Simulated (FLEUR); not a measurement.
**Collinear magnetic orders of HoPd with FLEUR**

Wanted: the moments of HoPd and the energy of each order that was tried.

Method: PBEsol with U = 6.7 eV, J = 0.7 eV on Ho f; all-electron FLAPW, Dirac cores, scalar-relativistic bands, in FLEUR MaX-R8.1.

Most raw output is cut from this account.

## (1) Set-up

Symmetry: Pm-3m, No. 221, cubic system. The conventional cell has a = 3.467 Å, b = 3.467 Å, c = 3.467 Å, α = 90.00°, β = 90.00°, γ = 90.00°. Ho has 8 Pd at 3.00 Å nearest. Nearest to Pd lie 8 Ho at 3.00 Å. Farther neighbours are not listed.

Structure file:

```xyz
2
Lattice="3.4670 0.0000 0.0000 0.0000 3.4670 0.0000 0.0000 0.0000 3.4670" Properties=species:S:1:pos:R:3 pbc="T T T"
Ho    0.0000    0.0000    0.0000
Pd    1.7335    1.7335    1.7335
```

## (2) Start 1: ferro +

The parallel start is the test of whether parallel moments hold. A Hubbard U acts on the open shell, since semilocal functionals spread its electrons too much.

The file n_mmp_mat seeds the f occupations with whole cubic orbitals by Hund's first rule, so that the U acts from the first pass. inpgen writes inp.xml from crystal.txt; cutoffs, mixing, functional, smearing and local orbitals are then set in the file. The k list default-1 (kpts.xml, not shown) is a Γ-centred 8×8×8 mesh; where the ranks do not divide the number of points, some are split in two of half the weight.

Contents of inp.xml:

```
<?xml version="1.0" encoding="UTF-8" standalone="no"?>
<fleurInput fleurInputVersion="0.39">
   <comment>
      HoPd
   </comment>
   <calculationSetup>
      <cutoffs Kmax="3.6" Gmax="10.8" GmaxXC="10.8" numbands="0"/>
      <scfLoop itmax="130" minDistance="0.0001" maxIterBroyd="15" imix="Anderson" alpha="0.05" precondParam="0.0" spinf="2.0" sdNocoIR="T"/>
      <coreElectrons ctail="T" frcor="F" kcrel="0" coretail_lmax="0"/>
      <xcFunctional name="PBEs" relativisticCorrections="F"/>
      <magnetism jspins="2"/>
      <soc l_soc="F" theta="0.0" phi="0.0" spav="F"/>
      <expertModes spex="0" secvar="F"/>
      <geometryOptimization l_f="F" forcealpha="1.0" forcemix="BFGS" epsdisp="0.00001" epsforce="0.00001"/>
      <ldaU l_linMix="F" mixParam="0.05" spinf="1.0"/>
   </calculationSetup>
   <cell>
      <bzIntegration valenceElectrons="37.0" mode="hist" fermiSmearingEnergy="0.00293995">
         <kPointListSelection listName="default-1"/>
         <xi:include xmlns:xi="http://www.w3.org/2001/XInclude" href="kpts.xml"> </xi:include>
      </bzIntegration>
      <xi:include xmlns:xi="http://www.w3.org/2001/XInclude" href="sym.xml"> </xi:include>
      <bulkLattice scale="1.0">
         <bravaisMatrix>
            <row-1>    6.5516804739882000     0.0000000000000000     0.0000000000000000</row-1>
            <row-2>    0.0000000000000000     6.5516804739882000     0.0000000000000000</row-2>
            <row-3>    0.0000000000000000     0.0000000000000000     6.5516804739882000</row-3>
         </bravaisMatrix>
      </bulkLattice>
   </cell>
   <atomSpecies>
      <species name="Holmium (H4.000" element="Ho" atomicNumber="67">
         <mtSphere radius="2.77" gridPoints="915" logIncrement="0.015"/>
         <atomicCutoffs lmax="10" lnonsphr="8"/>
         <electronConfig flipSpins="F">
            <coreConfig>(1s1/2) (2s1/2) (2p1/2) (2p3/2) (3s1/2) (3p1/2) (3p3/2) (4s1/2) (3d3/2) (3d5/2) (4p1/2) (4p3/2) (4d3/2) (4d5/2)</coreConfig>
            <valenceConfig>(5s1/2) (5p1/2) (5p3/2) (6s1/2) (4f5/2) (4f7/2)</valenceConfig>
            <stateOccupation state="(4f5/2)" spinUp="3.0" spinDown="1.7142857142857"/>
            <stateOccupation state="(4f7/2)" spinUp="4.0" spinDown="2.2857142857143"/>
         </electronConfig>
         <energyParameters s="6" p="6" d="5" f="4"/>
         <ldaU l="3" U="6.7" J="0.7" l_amf="F"/>
         <lo type="SCLO" l="0" n="5" eDeriv="0"/>
         <lo type="SCLO" l="1" n="5" eDeriv="0"/>
      </species>
      <species name="Palladium (Pd)" element="Pd" atomicNumber="46">
         <mtSphere radius="2.77" gridPoints="915" logIncrement="0.014"/>
         <atomicCutoffs lmax="10" lnonsphr="8"/>
         <electronConfig flipSpins="F">
            <coreConfig>(1s1/2) (2s1/2) (2p1/2) (2p3/2) (3s1/2) (3p1/2) (3p3/2) (4s1/2) (3d3/2) (3d5/2)</coreConfig>
            <valenceConfig>(4p1/2) (4p3/2) (5s1/2) (4d3/2) (4d5/2)</valenceConfig>
            <stateOccupation state="(5s1/2)" spinUp="0.500000" spinDown="0.500000"/>
            <stateOccupation state="(4d3/2)" spinUp="1.800000" spinDown="1.800000"/>
            <stateOccupation state="(4d5/2)" spinUp="2.700000" spinDown="2.700000"/>
         </electronConfig>
         <energyParameters s="5" p="5" d="4" f="4"/>
         <lo type="SCLO" l="1" n="4" eDeriv="0"/>
      </species>
   </atomSpecies>
   <atomGroups>
      <atomGroup species="Holmium (H4.000">
         <relPos label="                   1">.0000000000 .0000000000 .0000000000</relPos>
         <force calculate="T" relaxXYZ="TTT"/>
      </atomGroup>
      <atomGroup species="Palladium (Pd)">
         <relPos label="                   2">1.000/2.000 1.000/2.000 1.000/2.000</relPos>
         <force calculate="T" relaxXYZ="TTT"/>
      </atomGroup>
   </atomGroups>
   <output dos="F" band="F" slice="F">
      <bandDOS minEnergy="-.5*Htr" maxEnergy="0.5*Htr" sigma="0.015" storeEVData="T"/>
      <plotting iplot="0" polar="F">
         <plot TwoD="T" vec1="  1.0  0.0  0.0" vec2="  0.0  1.0  0.0" vec3="  0.0  0.0  1.0" zero="  0.0  0.0  0.0" file="plot"/>
      </plotting>
      <moessbauerParams electricFieldGradient="F" isomerShift="F" coreHyperfine="F" valenceHyperfine="F"/>
   </output>
</fleurInput>
```

Contents of crystal.txt:

```
HoPd
&input film=F cartesian=F /
3.46700000000  0.00000000000  0.00000000000
0.00000000000  3.46700000000  0.00000000000
0.00000000000  0.00000000000  3.46700000000
1.8897261246
1.0 1.0 1.0

2
67 0.00000000000  0.00000000000  0.00000000000 : 4.000
46 0.50000000000  0.50000000000  0.50000000000

&kpt div1=8 div2=8 div3=8 gamma=T /
```

On the command line:

```bash
> OMP_NUM_THREADS=1 inpgen -f crystal.txt > inpgen.log  # inp.xml is then edited as shown
> OMP_NUM_THREADS=1 mpirun -n 4 fleur_MPI > fleur.log
```

It took 24 s on 4 MPI ranks of AMD EPYC 7R43, shared host; peak memory 0.28 GiB.

Numbers from this step:

```yaml
free_energy: -480801.8813 eV
program_s_band_gap_on_this_mesh_in_a_metal_only_a_level_spacing: 2.30e-4 eV
magnetization: 4.191 μB
final_state: ferromagnetic
largest_moment: 4.083 μB
```

After 28 cycles the largest moment stands at 4.08 μB.

## (3) Run 2 (antiferro q=(1/2,1/2,1/2) +-)

An opposed order shows whether neighbours prefer unlike signs.

The cell is doubled to 4 atoms to hold this order. The mesh is halved along the doubled vector, so that both cells sample the same points. The k list default-1 (kpts.xml, not shown) is a Γ-centred 4×8×8 mesh.

Changes to inp.xml since step 2:

```diff
@@ -17,3 +17,3 @@
    <cell>
-      <bzIntegration valenceElectrons="37.0" mode="hist" fermiSmearingEnergy="0.00293995">
+      <bzIntegration valenceElectrons="74.0" mode="hist" fermiSmearingEnergy="0.00293995">
          <kPointListSelection listName="default-1"/>
@@ -24,5 +24,5 @@
          <bravaisMatrix>
-            <row-1>    6.5516804739882000     0.0000000000000000     0.0000000000000000</row-1>
-            <row-2>    0.0000000000000000     6.5516804739882000     0.0000000000000000</row-2>
-            <row-3>    0.0000000000000000     0.0000000000000000     6.5516804739882000</row-3>
+            <row-1>   13.1033609479763999     0.0000000000000000     0.0000000000000000</row-1>
+            <row-2>    6.5516804739882000     6.5516804739882000     0.0000000000000000</row-2>
+            <row-3>    6.5516804739882000     0.0000000000000000     6.5516804739882000</row-3>
          </bravaisMatrix>
@@ -39,2 +39,16 @@
             <stateOccupation state="(4f7/2)" spinUp="4.0" spinDown="2.2857142857143"/>
+         </electronConfig>
+         <energyParameters s="6" p="6" d="5" f="4"/>
+         <ldaU l="3" U="6.7" J="0.7" l_amf="F"/>
+         <lo type="SCLO" l="0" n="5" eDeriv="0"/>
+         <lo type="SCLO" l="1" n="5" eDeriv="0"/>
+      </species>
+      <species name="Holmium (H-4.000" element="Ho" atomicNumber="67">
+         <mtSphere radius="2.77" gridPoints="915" logIncrement="0.015"/>
+         <atomicCutoffs lmax="10" lnonsphr="8"/>
+         <electronConfig flipSpins="F">
+            <coreConfig>(1s1/2) (2s1/2) (2p1/2) (2p3/2) (3s1/2) (3p1/2) (3p3/2) (4s1/2) (3d3/2) (3d5/2) (4p1/2) (4p3/2) (4d3/2) (4d5/2)</coreConfig>
+            <valenceConfig>(5s1/2) (5p1/2) (5p3/2) (6s1/2) (4f5/2) (4f7/2)</valenceConfig>
+            <stateOccupation state="(4f5/2)" spinUp="1.7142857142857" spinDown="3.0"/>
+            <stateOccupation state="(4f7/2)" spinUp="2.2857142857143" spinDown="4.0"/>
          </electronConfig>
@@ -64,4 +78,9 @@
       </atomGroup>
+      <atomGroup species="Holmium (H-4.000">
+         <relPos label="                   2">1.000/2.000 .0000000000 .0000000000</relPos>
+         <force calculate="T" relaxXYZ="TTT"/>
+      </atomGroup>
       <atomGroup species="Palladium (Pd)">
-         <relPos label="                   2">1.000/2.000 1.000/2.000 1.000/2.000</relPos>
+         <relPos label="                   3">-1.000/4.000 1.000/2.000 1.000/2.000</relPos>
+         <relPos label="                   4">1.000/4.000 1.000/2.000 1.000/2.000</relPos>
          <force calculate="T" relaxXYZ="TTT"/>
```

Contents of crystal.txt:

```
HoPd
&input film=F cartesian=F /
6.93400000000  0.00000000000  0.00000000000
3.46700000000  3.46700000000  0.00000000000
3.46700000000  0.00000000000  3.46700000000
1.8897261246
1.0 1.0 1.0

4
67 0.00000000000  0.00000000000  0.00000000000 : 4.000
67 0.50000000000  0.00000000000  0.00000000000 : -4.000
46 0.75000000000  0.50000000000  0.50000000000
46 0.25000000000  0.50000000000  0.50000000000

&kpt div1=4 div2=8 div3=8 gamma=T /
```

The job ended after 87 s (4 MPI ranks; peak memory 0.39 GiB; 5.7 min of CPU time).

Spin moment in the muffin-tin sphere by atom:

```
atom  spin moment in the muffin-tin sphere (μB)
 Ho1                                       4.04
 Ho2                                      -4.04
 Pd3                                       0.00
 Pd4                                       0.00
```

Read from the output:

- free energy: -961603.7497 eV
- program's band gap on this mesh (in a metal only a level spacing): 7.47e-6 eV
- magnetization: 0 μB
- final state: antiferromagnetic

It lies 6.41 meV a seeded atom over the first start, and its largest moment is 4.04 μB against 4.08 μB.

## (4) Order 3, typed as antiferro q=(0,1/2,1/2) +-

Reversing part of the moments tests the sign of the couplings between them.

The cell is doubled to 4 atoms to hold this order. The mesh is halved along the doubled vector, so that both cells sample the same points. The k list default-1 (kpts.xml, not shown) is a Γ-centred 8×4×8 mesh.

Changes to inp.xml since step 3:

```diff
@@ -24,5 +24,5 @@
          <bravaisMatrix>
-            <row-1>   13.1033609479763999     0.0000000000000000     0.0000000000000000</row-1>
-            <row-2>    6.5516804739882000     6.5516804739882000     0.0000000000000000</row-2>
-            <row-3>    6.5516804739882000     0.0000000000000000     6.5516804739882000</row-3>
+            <row-1>    6.5516804739882000     0.0000000000000000     0.0000000000000000</row-1>
+            <row-2>    0.0000000000000000    13.1033609479763999     0.0000000000000000</row-2>
+            <row-3>    0.0000000000000000     6.5516804739882000     6.5516804739882000</row-3>
          </bravaisMatrix>
@@ -79,3 +79,3 @@
       <atomGroup species="Holmium (H-4.000">
-         <relPos label="                   2">1.000/2.000 .0000000000 .0000000000</relPos>
+         <relPos label="                   2">.0000000000 1.000/2.000 .0000000000</relPos>
          <force calculate="T" relaxXYZ="TTT"/>
@@ -83,4 +83,4 @@
       <atomGroup species="Palladium (Pd)">
-         <relPos label="                   3">-1.000/4.000 1.000/2.000 1.000/2.000</relPos>
-         <relPos label="                   4">1.000/4.000 1.000/2.000 1.000/2.000</relPos>
+         <relPos label="                   3">1.000/2.000 .0000000000 1.000/2.000</relPos>
+         <relPos label="                   4">1.000/2.000 1.000/2.000 1.000/2.000</relPos>
          <force calculate="T" relaxXYZ="TTT"/>
```

Contents of crystal.txt:

```
HoPd
&input film=F cartesian=F /
3.46700000000  0.00000000000  0.00000000000
0.00000000000  6.93400000000  0.00000000000
0.00000000000  3.46700000000  3.46700000000
1.8897261246
1.0 1.0 1.0

4
67 0.00000000000  0.00000000000  0.00000000000 : 4.000
67 0.00000000000  0.50000000000  0.00000000000 : -4.000
46 0.50000000000  0.00000000000  0.50000000000
46 0.50000000000  0.50000000000  0.50000000000

&kpt div1=8 div2=4 div3=8 gamma=T /
```

It took 2.4 min on 4 MPI ranks; peak memory 0.47 GiB; 9.7 min of CPU time.

Spin moment in the muffin-tin sphere by atom:

```
atom  spin moment in the muffin-tin sphere (μB)
 Ho1                                       4.06
 Ho2                                      -4.06
 Pd3                                       0.00
 Pd4                                       0.00
```

This step gave:

```yaml
free_energy: -961603.7543 eV
program_s_band_gap_on_this_mesh_in_a_metal_only_a_level_spacing: 1.19e-7 eV
magnetization: 0 μB
final_state: antiferromagnetic
```

It lies 4.11 meV a seeded atom over the first start, and its largest moment is 4.06 μB against 4.08 μB.

## (5) Energies of the orders

Free energies are divided by the number of seeded atoms, so that cells of unlike size compare. Wavevectors q in the names are fractions of the primitive cell's reciprocal vectors.

Orders:

```
                       start        final state  typed order kept  energy over the lowest (meV a seeded atom)  largest sphere moment (μB)  net moment (μB a primitive cell)  mesh matched  CPU time (s)
                     ferro +      ferromagnetic               yes                                           0                       4.083                             4.191           yes         96.65
antiferro q=(1/2,1/2,1/2) +-  antiferromagnetic               yes                                       6.409                       4.044                                 0           yes           345
  antiferro q=(0,1/2,1/2) +-  antiferromagnetic               yes                                       4.113                       4.056                                 0           yes         579.7
```

## (6) Spin–orbit coupling, moments along [001]

Spin–orbit coupling ties the spins to the lattice and lets orbital moments form.

A new self-consistent run of the start ferro +, with the moments along z. Here n_mmp_mat seeds f states of whole m by Hund's three rules. The k list default-1 (kpts.xml, not shown) is a Γ-centred 8×8×8 mesh.

Changes to inp.xml since step 2:

```diff
@@ -6,3 +6,3 @@
    <calculationSetup>
-      <cutoffs Kmax="3.6" Gmax="10.8" GmaxXC="10.8" numbands="0"/>
+      <cutoffs Kmax="3.6" Gmax="10.8" GmaxXC="10.8" numbands="77"/>
       <scfLoop itmax="130" minDistance="0.0001" maxIterBroyd="15" imix="Anderson" alpha="0.05" precondParam="0.0" spinf="2.0" sdNocoIR="T"/>
@@ -11,3 +11,3 @@
       <magnetism jspins="2"/>
-      <soc l_soc="F" theta="0.0" phi="0.0" spav="F"/>
+      <soc l_soc="T" theta="0.0" phi="0.0" spav="F"/>
       <expertModes spex="0" secvar="F"/>
```

Changes to crystal.txt since step 2:

```diff
@@ -12,2 +12,3 @@
 
+&soc 0.0000000 0.0000000 /
 &kpt div1=8 div2=8 div3=8 gamma=T /
```

It took 8.9 min on 4 MPI ranks; peak memory 0.43 GiB.

The run stopped without converging, so none of its numbers is a property of the system.

After 130 cycles the density distance stands at 0.73 me/bohr³, above the threshold of 0.0001.

## (7) What came out

* lowest state found: ferromagnetic (typed ferro +)
* largest site spin moment: 4.08 μB
* next finished state: antiferromagnetic, 4.11 meV a seeded atom higher

The lowest state found is ferromagnetic, reached from the start ferro +, with moments up to 4.08 μB. The next finished state costs 4.1 meV a seeded atom. The self-consistent run with spin–orbit coupling gave no result. Only 3 starts were tried; other patterns of signs, canted and longer-period orders were not. Open f shells have many stationary orbital fillings, so the state need not be the lowest, and spin-only moments miss the orbital part.

[Logs and program files are shortened in this print: banners, set-up blocks, solver, clock and traceback lines can be left out without a mark of their own.]

[Logs are printed without paths, hosts, clocks, repeated set-up lines and the standing remarks that a program may print on its own settings, such as how far it seeks lower states.]

[Hosts, paths, dates, database ids (printed as entryN), source tags and the programs' standing remarks are cut or masked in the printed files.]

[Where a cell is said to come from a database of computed structures, the database is the Materials Project.]
